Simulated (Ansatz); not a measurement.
# Na on Pd(100): change of the work function, part 4 of 4

How does Na on the top site change the work function of Pd(100) as the layer fills?

Ansatz 0.2.0; plane-wave DFT, PBEsol, Ansatz PAW (the session's first sound run).

So far, work function, upper face (eV): step 2 (the clean slab, PBEsol) 5.21; step 3 (adsorbate added, coverage 0.25 ML, PBEsol) 1.88; step 4 (the covered slab, coverage 0.5 ML, PBEsol) 2.49; step 6 (the 0.25 ML cell at another level of theory, cutoff 420 eV, functional RPBE) 1.85; step 7 (the 0.25 ML cell at another level of theory, cutoff 420 eV, functional LDA) 2.07.

### 8. The 0.25 ML cell at another level of theory, cutoff 500 eV, functional r2SCAN

This step: plane-wave DFT, r2SCAN, Ansatz PAW (Ansatz 0.2.0).

The geometry is kept and the functional is r2SCAN; other changes against the main runs: cutoff 420 → 500.

File input.yaml:

```yaml
crystal:
  lattice:
    - [5.5012907576, 0.0, 0.0]
    - [0.0, 5.5012907576, 0.0]
    - [0.0, 0.0, 26.9591062815]
  atoms:
    - { symbol: Pd, position: [0.25, 0.25, 0.3338389599] }
    - { symbol: Pd, position: [0.0, 0.0, 0.4059852684] }
    - { symbol: Pd, position: [0.2530172998, 0.2530172998, 0.4772805463] }
    - { symbol: Pd, position: [0.0, 0.0, 0.5424561987] }
    - { symbol: Pd, position: [0.25, 0.75, 0.3338389599] }
    - { symbol: Pd, position: [0.0, 0.5, 0.4059852684] }
    - { symbol: Pd, position: [0.2530172998, 0.7469827002, 0.4772805463] }
    - { symbol: Pd, position: [0.0, 0.5, 0.5497882412] }
    - { symbol: Pd, position: [0.75, 0.25, 0.3338389599] }
    - { symbol: Pd, position: [0.5, 0.0, 0.4059852684] }
    - { symbol: Pd, position: [0.7469827002, 0.2530172998, 0.4772805463] }
    - { symbol: Pd, position: [0.5, 0.0, 0.5497882412] }
    - { symbol: Pd, position: [0.75, 0.75, 0.3338389599] }
    - { symbol: Pd, position: [0.5, 0.5, 0.4059852684] }
    - { symbol: Pd, position: [0.7469827002, 0.7469827002, 0.4772805463] }
    - { symbol: Pd, position: [0.5, 0.5, 0.5497050996] }
    - { symbol: Na, position: [0.0, 0.0, 0.6369704624] }
kpoints:
  mp_grid: { grid: [6, 6, 1] }
hamiltonian:
  xc: r2scan
scf:
  occupations: { method: fermi_dirac, width: 0.1 }
  convergence: { dr2_threshold: 1.0e-08 }
efield:
  axis: 3
  dipole_correction: true
  ramp_position: 0.97
  ramp_width: 0.06
output:
  write_potential: true
  write_density: true
  volumetric_format: npy
```

Run with:

```console
$ ansatz run input.yaml --threads 4 --pin off --max-ram 12288MiB --backend cpu --events-out ev --progress --plain --runs-dir out
```

Numbers of over 12 decimals in the logs are rounded to 6 here.

What it wrote:

```text
[...]
Crystal: 17 atoms, lattice volume = 815.896 Å³
Basis set: ecut = 500 eV, 20591 PW (Γ), exchange–correlation on 180×180×800 points (64 copies of the dense FFT grid, shifted against one another)
Bands: 179, of which v1, the nominal top of the filled ones, is band 149 counted from 1 (148 counted from 0)
Symmetry: 8 space group operations
[...]
k-point 0: bands = [... 145 lower, 3.5713, 3.5713, 3.7286, 3.7298, 3.7703, 4.0439, 4.1570, 4.7911, ... 26 higher]
  k-point 1: bands = [... 145 lower, 3.4010, 3.5278, 3.5568, 3.6106, 3.8432, 3.9285, 4.0341, 4.1047, ... 26 higher]
  k-point 2: bands = [... 145 lower, 3.3323, 3.3596, 3.3932, 3.4164, 3.4329, 3.5840, 3.6076, 3.6230, ... 26 higher]
  k-point 9: bands = [... 145 lower, 2.8475, 2.8788, 2.8788, 3.4767, 3.4875, 3.5279, 3.5279, 4.0991, ... 26 higher]
[key lines of the parts left out:]
SCF converged after 18 iterations
Free energy (F): -113255.293984 eV
Fermi energy:    3.480528 eV
Dipole field:    D = 0.122153 V/Å  (p = 0.550778 e·Å, saw-weighted, corrected)
Work function:   Φ+ = 1.7836 eV   Φ− = 5.0768 eV
```

It took 3.8 min on 4 threads of Arm Neoverse V1, shared host; peak memory 5.2 GiB.

The work function comes to 1.78 eV, -0.09 eV from the first level.

### 9. Comparing the runs

Times are for 4 threads of Arm Neoverse V1, shared host. The series side by side:

```csv
no.,functional,"work function, upper face (eV)",dipole along the normal (e·Å),time,memory (GiB)
1,rpbe,1.846,0.5095,75 s,3.3
2,lda,2.072,0.5739,80 s,3.3
3,r2scan,1.784,0.5508,3.8 min,5.2
```

### 10. Varying the input

This step: plane-wave DFT, PBEsol, Ansatz PAW (Ansatz 0.2.0).

System of this step: Na/Pd(100). The cell holds 18 atoms: 16 Pd and 2 Na. Its edges and angles: a = 5.501 Å, b = 5.501 Å, c = 26.959 Å, α = 90.0°, β = 90.0°, γ = 90.0°. Vacuum lies along c.

A run with a changed input: it repeats the earlier run at 0.5 ML with scf.occupations.width from 0.1 removed, scf.occupations.method from fermi_dirac to tetrahedron_uncorrected and scf.mixing.preconditioner to kerker_dos.

File input.yaml:

```yaml
crystal:
  lattice:
    - [5.5012907576, 0.0, 0.0]
    - [0.0, 5.5012907576, 0.0]
    - [0.0, 0.0, 26.9591062815]
  atoms:
    - { symbol: Pd, position: [0.25, 0.25, 0.3338389599] }
    - { symbol: Pd, position: [0.0, 0.0, 0.4059852684] }
    - { symbol: Pd, position: [0.25, 0.25, 0.4770987489] }
    - { symbol: Pd, position: [0.0, 0.0, 0.5473700102] }
    - { symbol: Pd, position: [0.25, 0.75, 0.3338389599] }
    - { symbol: Pd, position: [0.0, 0.5, 0.4059852684] }
    - { symbol: Pd, position: [0.25, 0.75, 0.4770987489] }
    - { symbol: Pd, position: [0.0, 0.5, 0.5473700102] }
    - { symbol: Pd, position: [0.75, 0.25, 0.3338389599] }
    - { symbol: Pd, position: [0.5, 0.0, 0.4059852684] }
    - { symbol: Pd, position: [0.75, 0.25, 0.4770987489] }
    - { symbol: Pd, position: [0.5, 0.0, 0.5473700102] }
    - { symbol: Pd, position: [0.75, 0.75, 0.3338389599] }
    - { symbol: Pd, position: [0.5, 0.5, 0.4059852684] }
    - { symbol: Pd, position: [0.75, 0.75, 0.4770987489] }
    - { symbol: Pd, position: [0.5, 0.5, 0.5473700102] }
    - { symbol: Na, position: [0.0, 0.0, 0.6661610401] }
    - { symbol: Na, position: [0.5, 0.5, 0.6661610401] }
kpoints:
  mp_grid: { grid: [6, 6, 1] }
hamiltonian:
  xc: pbesol
scf:
  occupations: { method: tetrahedron_uncorrected }
  convergence: { dr2_threshold: 1.0e-08 }
  mixing: { preconditioner: kerker_dos }
efield:
  axis: 3
  dipole_correction: true
  ramp_position: 0.97
  ramp_width: 0.06
relax:
  f_tol: 0.02
  max_steps: 60
  constraints: [{ sites: [0, 1, 4, 5, 8, 9, 12, 13] }]
output:
  bader: true
  dos: { projected: true, e_range: [-8, 4] }
  write_potential: true
  write_density: true
  volumetric_format: npy
```

What it wrote:

```text
Warning: relax: with tetrahedron occupations the Hellmann–Feynman forces and the energy need not agree along the walk (scf.occupations.method in the input reference, under Limitations); prefer a smearing scheme for the relaxation and re-run the relaxed geometry with tetrahedron occupations for the final energies/DOS
band count auto-derived: 185 (N_el = 306.0; filled up to band 153; 184 by the electrons, moments and atoms)
Engine: ansatz 0.2.0, aarch64-unknown-linux-gnu
Pseudopotentials: kind: paw
Pseudopotential: Pd, paw, valence charge 18, recommended cutoff 420 eV (normal), Pd.paw.azcp
Pseudopotential: Na, paw, valence charge 9, recommended cutoff 420 eV (normal), Na.paw.azcp
Functional definition: PBEsol
  exchange = pbesol_x
  correlation = pbesol_c
Crystal: 18 atoms, lattice volume = 815.896 Å³
Basis set: ecut = 420 eV, 15831 PW (Γ), exchange–correlation on 80×80×384 points (8 copies of the dense FFT grid, shifted against one another)
Bands: 185, of which v1, the nominal top of the filled ones, is band 153 counted from 1 (152 counted from 0)
Symmetry: 16 space group operations
Space group: P4mm (ITA 99), of the structure as read, at distance tolerance 9.3e-5 Å
k-points: 10 of 36
Non-local potential: Pd, projectors of the file, l = 0: 2, l = 1: 2, l = 2: 2, l = 3: 1
Non-local potential: Na, projectors of the file, l = 0: 3, l = 1: 2, l = 2: 1
PAW form: soft (Blöchl's): semilocal exchange-correlation on the pseudo side does not see the compensation charge
PAW frozen core: Pd, regenerated for the run's functional, and the local potential with it (the file was generated under x = pbe(κ = 0.804, μ = 0.219515), c = pbe(β = 0.066725))
PAW frozen core: Na, regenerated for the run's functional, and the local potential with it (the file was generated under x = pbe(κ = 0.804, μ = 0.219515), c = pbe(β = 0.066725))
PAW one-centre angular grid: Pd, 590 points (default); XC on 64 Gauss nodes
PAW one-centre angular grid: Na, 110 points (default); XC on 64 Gauss nodes
Initial density: superposition of atomic densities (neutral atoms: chi_scale 0, normalization atom), corrected by the library's trained network
Initial wavefunctions: pseudopotential atomic-orbital guess
Functional: x = pbesol(κ = 0.804, μ = 0.123457), c = pbesol(β = 0.046)
SCF iter   1: F=—  HF=-113452.292668 eV  |F-HF|=—  |Δ(HF+E_count)|=         —  Δρ=1.76e-2  dr2=3.85e1  ethr=1.77e-3  p=0.176 e·Å  D=3.91e-2 V/Å  ΔV_dip=-1.05 eV  dr2_dipole=1.84e1  V_vac-E_F(+/−)=3.57/4.63 eV  ⟨swp⟩=8.4  Hψ=8174  notcnv=0  defer=37
[...]
SCF iter   7: F=—  HF=-113451.649571 eV  |F-HF|=—  |Δ(HF+E_count)|=   8.21e-3  Δρ=1.71e-3  dr2=2.06e-1  ethr=3.28e-4  p=0.179 e·Å  D=3.98e-2 V/Å  ΔV_dip=-1.07 eV  dr2_dipole=4.26e-5  V_vac-E_F(+/−)=3.57/4.64 eV  ⟨swp⟩=1.1  Hψ=1707  notcnv=0  defer=247  κ⁻¹=2.6e-5(r=6)
SCF iter   8: F=—  HF=-113451.648093 eV  |F-HF|=—  |Δ(HF+E_count)|=   1.48e-3  Δρ=1.56e-3  dr2=1.29e-1  ethr=6.72e-5  p=0.181 e·Å  D=4.01e-2 V/Å  ΔV_dip=-1.08 eV  dr2_dipole=9.17e-2  V_vac-E_F(+/−)=3.56/4.64 eV  ⟨swp⟩=2.1  Hψ=1907  notcnv=0  defer=245  κ⁻¹=3.3e-6(r=7)
SCF iter   9: F=—  HF=-113451.647695 eV  |F-HF|=—  |Δ(HF+E_count)|=   3.98e-4  Δρ=8.64e-4  dr2=5.94e-2  ethr=4.23e-5  p=0.182 e·Å  D=4.03e-2 V/Å  ΔV_dip=-1.09 eV  dr2_dipole=4.93e-3  V_vac-E_F(+/−)=3.55/4.64 eV  ⟨swp⟩=1.1  Hψ=1717  notcnv=0  defer=245  κ⁻¹=2.5e-6(r=8)
[...]
SCF iter  94: F=—  HF=-113451.646540 eV  |F-HF|=—  |Δ(HF+E_count)|=   9.27e-7  Δρ=1.26e-6  dr2=2.93e-7  ethr=6.39e-11  p=0.392 e·Å  D=8.70e-2 V/Å  ΔV_dip=-2.35 eV  dr2_dipole=3.25e-9  V_vac-E_F(+/−)=2.93/5.27 eV  ⟨swp⟩=3.2  Hψ=1913  notcnv=0  defer=245  κ⁻¹=5.4e-4(r=8)
SCF iter  95: F=—  HF=-113451.646540 eV  |F-HF|=—  |Δ(HF+E_count)|=   2.87e-7  Δρ=1.72e-6  dr2=2.87e-7  ethr=6.39e-11  p=0.392 e·Å  D=8.70e-2 V/Å  ΔV_dip=-2.35 eV  dr2_dipole=4.50e-9  V_vac-E_F(+/−)=2.93/5.27 eV  ⟨swp⟩=3.2  Hψ=1874  notcnv=0  defer=245  κ⁻¹=1.2e-3(r=8)
SCF iter  96: F=—  HF=-113451.646540 eV  |F-HF|=—  |Δ(HF+E_count)|=   1.66e-7  Δρ=1.16e-6  dr2=1.80e-7  ethr=6.39e-11  p=0.392 e·Å  D=8.70e-2 V/Å  ΔV_dip=-2.35 eV  dr2_dipole=3.83e-9  V_vac-E_F(+/−)=2.93/5.27 eV  ⟨swp⟩=3.2  Hψ=2121  notcnv=0  defer=245  κ⁻¹=1.3e-3(r=8)
SCF iter  97: F=—  HF=-113451.646540 eV  |F-HF|=—  |Δ(HF+E_count)|=   7.36e-8  Δρ=1.22e-6  dr2=2.00e-7  ethr=5.89e-11  p=0.392 e·Å  D=8.70e-2 V/Å  ΔV_dip=-2.35 eV  dr2_dipole=2.19e-10  V_vac-E_F(+/−)=2.93/5.27 eV  ⟨swp⟩=3.2  Hψ=1923  notcnv=0  defer=245  κ⁻¹=1.2e-3(r=8)
SCF iter  98: F=—  HF=-113451.646540 eV  |F-HF|=—  |Δ(HF+E_count)|=   2.05e-7  Δρ=1.18e-6  dr2=1.77e-7  ethr=5.89e-11  p=0.392 e·Å  D=8.70e-2 V/Å  ΔV_dip=-2.35 eV  dr2_dipole=1.33e-10  V_vac-E_F(+/−)=2.93/5.27 eV  ⟨swp⟩=9.2  Hψ=6754  notcnv=0  κ⁻¹=6.4e-4(r=8)
SCF iter  99: F=—  HF=-113451.646542 eV  |F-HF|=—  |Δ(HF+E_count)|=   1.71e-6  Δρ=2.01e-6  dr2=4.63e-7  ethr=5.79e-11  p=0.392 e·Å  D=8.70e-2 V/Å  ΔV_dip=-2.35 eV  dr2_dipole=3.32e-8  V_vac-E_F(+/−)=2.93/5.27 eV  ⟨swp⟩=3.4  Hψ=4984  notcnv=0  κ⁻¹=3.6e-4(r=8)
SCF iter 100: F=—  HF=-113451.646541 eV  |F-HF|=—  |Δ(HF+E_count)|=   9.44e-7  Δρ=1.50e-6  dr2=3.21e-7  ethr=5.79e-11  p=0.392 e·Å  D=8.70e-2 V/Å  ΔV_dip=-2.35 eV  dr2_dipole=1.21e-8  V_vac-E_F(+/−)=2.93/5.27 eV  ⟨swp⟩=3.0  Hψ=4512  notcnv=0  κ⁻¹=2.1e-3(r=8)
Error: did not converge after 100 iterations: dr2 = 3.21e-7 (threshold 1.00e-8), under the density mixer `broyden`, which `scf.mixing.algorithm: auto` chose by the deck's other keys (type `scf.mixing.algorithm: broyden` to keep it); raise `scf.max_iter`, which need not help a stalled SCF, or adjust the mixing (`scf.mixing`) or, under a smearing, its width (`scf.occupations.width`, in either direction: another width is another result); this SCF holds its density and magnetisation to the symmetry operations that it keeps, and cannot end on a state that breaks one of them: if the state sought breaks one, re-run with `crystal.symmetry.detect: [rest of the remark cut]
```

Elapsed: 4.7 min, on 4 threads; peak memory 3 GiB.

Residual by cycle:

cycle, log10 residual and a bar from the least value:
```
        1        1.6 ##############################
       10       -0.8 #####################
       19       -1.6 ###################
       28       -1.7 ##################
       37       -4.6 ########
       46       -5.2 #####
       55       -5.8 ###
       64       -6.3 ##
       73       -6.2 ##
       82       -6.4 #
       91       -6.7 
      100       -6.5 #
```

The run stopped without converging, so none of its numbers is a property of the system.

After 100 cycles the residual stands at 3.2e-7, against 1.2e-6 at cycle 51 and a least value of 1.8e-7.

The program's message: “Error: did not converge after 100 iterations: dr2 = 3.21e-7 (threshold 1.00e-8), under the density mixer `broyden`, which `scf.mixing.algorithm: auto` chose by the deck's other keys (type `scf.mixing. …”

### 11. The same run with other settings

System of this step: Pd(100). The cell holds 4 atoms: 4 Pd. Its edges and angles: a = 2.751 Å, b = 2.751 Å, c = 23.835 Å, α = 90.0°, β = 90.0°, γ = 90.0°. Vacuum lies along c.

Another changed input: it repeats the earlier run at 0 ML with accuracy to low, scf.mixing.preconditioner to none, scf.mixing.algorithm to broyden, scf.mixing.beta to 0.3 and scf.mixing.ndim to 8.

File input.yaml:

```yaml
crystal:
  lattice:
    - [2.7506453788, 0.0, 0.0]
    - [0.0, 2.7506453788, 0.0]
    - [0.0, 0.0, 23.835]
  atoms:
    - { symbol: Pd, position: [0.5, 0.5, 0.3775959723] }
    - { symbol: Pd, position: [0.0, 0.0, 0.4591986574] }
    - { symbol: Pd, position: [0.5, 0.5, 0.5408013426] }
    - { symbol: Pd, position: [0.0, 0.0, 0.6224040277] }
kpoints:
  mp_grid: { grid: [11, 11, 1] }
hamiltonian:
  xc: pbesol
scf:
  occupations: { method: fermi_dirac, width: 0.1 }
  convergence: { dr2_threshold: 1.0e-08 }
  mixing: { preconditioner: none, algorithm: broyden, beta: 0.3, ndim: 8 }
efield:
  axis: 3
  dipole_correction: true
  ramp_position: 0.97
  ramp_width: 0.06
relax:
  f_tol: 0.02
  max_steps: 60
  constraints: [{ sites: [0, 1] }]
output:
  write_potential: true
  write_density: true
  volumetric_format: npy
accuracy: low
```

What it wrote:

```text
[...]
Crystal: 4 atoms, lattice volume = 180.337 Å³
Basis set: ecut = 420 eV, 3579 PW (Γ), exchange–correlation on 40×40×320 points (8 copies of the dense FFT grid, shifted against one another)
Bands: 44, of which v1, the nominal top of the filled ones, is band 36 counted from 1 (35 counted from 0)
Symmetry: 8 space group operations
k-points: 21 of 121
[...]
SCF iter   1: F=—  HF=-27624.940962 eV  |F-HF|=—  |Δ(HF+E_count)|=         —  Δρ=1.12e-2  dr2=9.31e-1  ethr=1.77e-3  p=0.000 e·Å  D=1.08e-13 V/Å  ΔV_dip=-0.00 eV  dr2_dipole=1.68e-7  V_vac-E_F(+/−)=4.81/4.81 eV  ⟨swp⟩=9.1  Hψ=4289  notcnv=0  defer=9
[...]
SCF iter  13: F=-27624.886395 eV  HF=-27624.886395 eV  |F-HF|=1.34e-8  |Δ(HF+E_count)|=   5.85e-8  Δρ=2.31e-6  dr2=4.02e-9  ethr=1.39e-11  p=-0.000 e·Å  D=-1.45e-6 V/Å  ΔV_dip=0.00 eV  dr2_dipole=1.51e-10  V_vac-E_F(+/−)=5.21/5.21 eV  ⟨swp⟩=9.9  Hψ=6063  notcnv=0
SCF 1 converged in 13 iterations: F = -27624.886395 eV  dr2 = 4.02e-9
[...]
relax step   1: F+E_penalty+E_count = -27624.88639535 eV  Δ(F+E_penalty+E_count) = +0.000e0 eV  max|allowed force component| = 2.690e-1 eV/Å  Δτ_max = 0.0000 Å  (13 SCF iters, accepted)
[...]
SCF iter  13: F=-27624.893848 eV  HF=-27624.893848 eV  |F-HF|=7.09e-10  |Δ(HF+E_count)|=   7.90e-8  Δρ=2.82e-6  dr2=6.29e-9  ethr=1.39e-11  p=0.000 e·Å  D=1.57e-4 V/Å  ΔV_dip=-0.00 eV  dr2_dipole=1.23e-10  V_vac-E_F(+/−)=5.20/5.21 eV  ⟨swp⟩=8.9  Hψ=7340  notcnv=0
SCF 2 converged in 13 iterations: F = -27624.893848 eV  dr2 = 6.29e-9
[...]
relax step   2: F+E_penalty+E_count = -27624.89384781 eV  Δ(F+E_penalty+E_count) = -7.452e-3 eV  max|allowed force component| = 1.233e-1 eV/Å  Δτ_max = 0.1084 Å  (13 SCF iters, accepted)
SCF iter   1: F=—  HF=-27624.897341 eV  |F-HF|=—  |Δ(HF+E_count)|=         —  Δρ=2.13e-3  dr2=2.18e-2  ethr=5.67e-4  p=0.000 e·Å  D=1.57e-4 V/Å  ΔV_dip=-0.00 eV  dr2_dipole=3.58e-3  V_vac-E_F(+/−)=5.21/5.22 eV  ⟨swp⟩=3.1  Hψ=1828  notcnv=0  defer=24
[...]
SCF iter  14: F=-27624.895412 eV  HF=-27624.895412 eV  |F-HF|=1.14e-9  |Δ(HF+E_count)|=   3.79e-9  Δρ=8.67e-7  dr2=1.44e-9  ethr=1.39e-11  p=0.000 e·Å  D=1.23e-4 V/Å  ΔV_dip=-0.00 eV  dr2_dipole=8.19e-11  V_vac-E_F(+/−)=5.21/5.21 eV  ⟨swp⟩=7.4  Hψ=5669  notcnv=0
SCF 3 converged in 14 iterations: F = -27624.895412 eV  dr2 = 1.44e-9
relax step   3: F+E_penalty+E_count = -27624.89541217 eV  Δ(F+E_penalty+E_count) = -1.564e-3 eV  max|allowed force component| = 4.145e-3 eV/Å  Δτ_max = 0.0300 Å  (14 SCF iters, accepted)
[...]
SCF converged after 14 iterations
Stability not checked: this state was not tested for a lower state beside it, because the mixer in use, unlike msr1, does not test its closes by its own steps (another_mixer; see scf.mixing.algorithm and scf.lower_state_search)
Free energy (F): -27624.895412 eV
[...]
Internal energy: -27624.640001 eV  (E = F + TS)
E sigma→0 (E₀):  -27624.767706 eV
Entropy (-TS):   -0.255412 eV (-63.853 meV/atom)
Fermi energy:    2.949290 eV
Dipole field:    D = 0.000110 V/Å  (p = 0.000110 e·Å, saw-weighted, corrected)
Work function:   Φ+ = 5.2072 eV   Φ− = 5.2098 eV
[...]
--- Forces (eV/Å), atoms counted from 1 ---
  atom   1  Pd    -0.00000000     0.00000000     0.26156209
  atom   2  Pd    -0.00000000     0.00000000    -0.26242861
  atom   3  Pd     0.00000000     0.00000000    -0.00331961
  atom   4  Pd     0.00000000     0.00000000     0.00414462
  max |Σ_I F_I| component: 4.15e-5 eV/Å
--- Band table (eV; the first three rows and the last of 21) ---
  k-point 0: bands = [... 32 lower, 2.2767, 2.3480, 2.3480, 2.7761, 2.9406, 3.0551, 3.0551, 4.0957, ... 4 higher]
  k-point 1: bands = [... 32 lower, 2.0819, 2.1700, 2.5429, 2.6378, 2.7955, 2.8623, 3.0991, 4.5355, ... 4 higher]
  k-point 2: bands = [... 32 lower, 1.8143, 1.9334, 2.4336, 2.4632, 2.8648, 3.0844, 3.1888, 5.4151, ... 4 higher]
  k-point 20: bands = [... 32 lower, 3.0017, 3.0912, 3.3902, 3.4638, 6.7386, 7.5912, 9.0314, 9.9635, ... 4 higher]
--- Relaxed structure (3 steps of the walk, 3 accepted, 0 SCFs on fresh bases) ---
  F+E_penalty+E_count = -27624.89541217 eV   max|allowed force component| = 4.145e-3 eV/Å
  atoms:
    - { symbol: Pd, position: [0.5, 0.5, 0.377596] }
    - { symbol: Pd, position: [0.0, 0.0, 0.459199] }
    - { symbol: Pd, position: [0.5, 0.5, 0.539633] }
    - { symbol: Pd, position: [0, 0.0, 0.619116] }
```

Wall time 17 s (4 threads); peak memory 0.49 GiB; 67 s of CPU time.

```csv
quantity,this run,earlier run,difference
"work function, upper face (eV)",5.207,5.207,2.5e-4
dipole along the normal (e·Å),1.10e-4,1.30e-4,-2.0e-5
```

Nothing in the table moves by 0.01 in its unit (for the dipole 0.5 % and 5e-5 e·Å). The run took 40 SCF cycles against 32.

The change did no harm here.

### 12. What came out

| Quantity | Value |
| --- | --- |
| work function of the clean face | 5.21 eV |
| work function at 0.25 ML | 1.88 eV |
| work function at 0.5 ML | 2.49 eV |
| dipole per adsorbate at 0.25 ML, positive end outwards | 2.67 D |

**Reading.** Na lowers the work function of Pd(100) at the lowest coverage, by 3.33 eV: the adsorbate layer has its positive end outwards. The slab has 4 layers, at the tabulated experimental lattice constant, one starting site was run, and quantum-size effects of a slab this thin can reach one or two tenths of an eV.

[Logs are printed without paths, hosts, clocks, repeated set-up lines and the standing remarks that a program may print on its own settings, such as how far it seeks lower states.]

[Hosts, paths, dates, database ids (printed as entryN), source tags and the programs' standing remarks are cut or masked in the printed files.]

[Maps of the electrostatic potential energy from Ansatz leave out the sawtooth potential of an applied field or a dipole correction, so their vacuum need not be flat; planar profiles and work functions include it.]
